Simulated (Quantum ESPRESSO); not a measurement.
Records of electronic-structure calculations.

```xyz
10
Lattice="-3.466 6.318 3.090 3.466 -6.318 3.090 3.466 6.318 -3.090" Properties=species:S:1:pos:R:3 pbc="T T T" subject="Magnetic state of K2MnS2 from several starts" method="PBEsol with U = 4 eV on Mn d (ortho-atomic projectors); plane waves with GBRV 1.5 PBEsol potentials, no spin-orbit coupling, projections on orthogonalised atomic orbitals (and 2 further levels or steps)" program="Quantum ESPRESSO 7.5" settings_of_one_run="GBRV 1.5 PBEsol, cutoff 544.23 eV, 4×4×4 k-mesh, 63 bands, fermi-dirac occupations, smearing width 0.05 eV, collinear spin, SCF threshold 2.00e-8, Hubbard form dudarev, Hubbard projectors ortho-atomic, starting moments 0 0 0 0 4.5 -4.5 0 0 0 0 μB" cost="4 runs, 7.4 min in all on 4 MPI ranks of AMD EPYC 9R14 (Zen 4), shared host (the runs of this entry)" notes="A computed site moment is spin alone and hangs on the region that is counted: the program’s spheres do not touch and miss the tail of the moment. Measured moments hold any orbital part as well, and belong to the order of the sample, which need not be the order of this run." lowest_state_found="antiferromagnetic (from antiferro +-)" largest_site_moment="4.23 μB" next_state_with_moments="ferromagnetic, 126 meV a seeded atom higher"
K     2.392    1.868    0.000
K     1.074    4.450    3.090
K     2.392   -1.868    3.090
K     1.074    8.186    0.000
Mn    0.000    0.000    1.545
Mn    0.000    0.000    4.634
S    -2.112    5.010    3.089
S     5.578    1.308    0.000
S     1.354    1.308    3.090
S     2.112    5.010    0.000
```

[Logs and program files are shortened in this print: banners, set-up blocks, solver, clock and traceback lines can be left out without a mark of their own.]

[Logs are printed without paths, hosts, clocks, repeated set-up lines and the standing remarks that a program may print on its own settings, such as how far it seeks lower states.]

[Hosts, paths, dates, database ids (printed as entryN), source tags and the programs' standing remarks are cut or masked in the printed files.]

[Where a cell is said to come from a database of computed structures, the database is the Materials Project.]
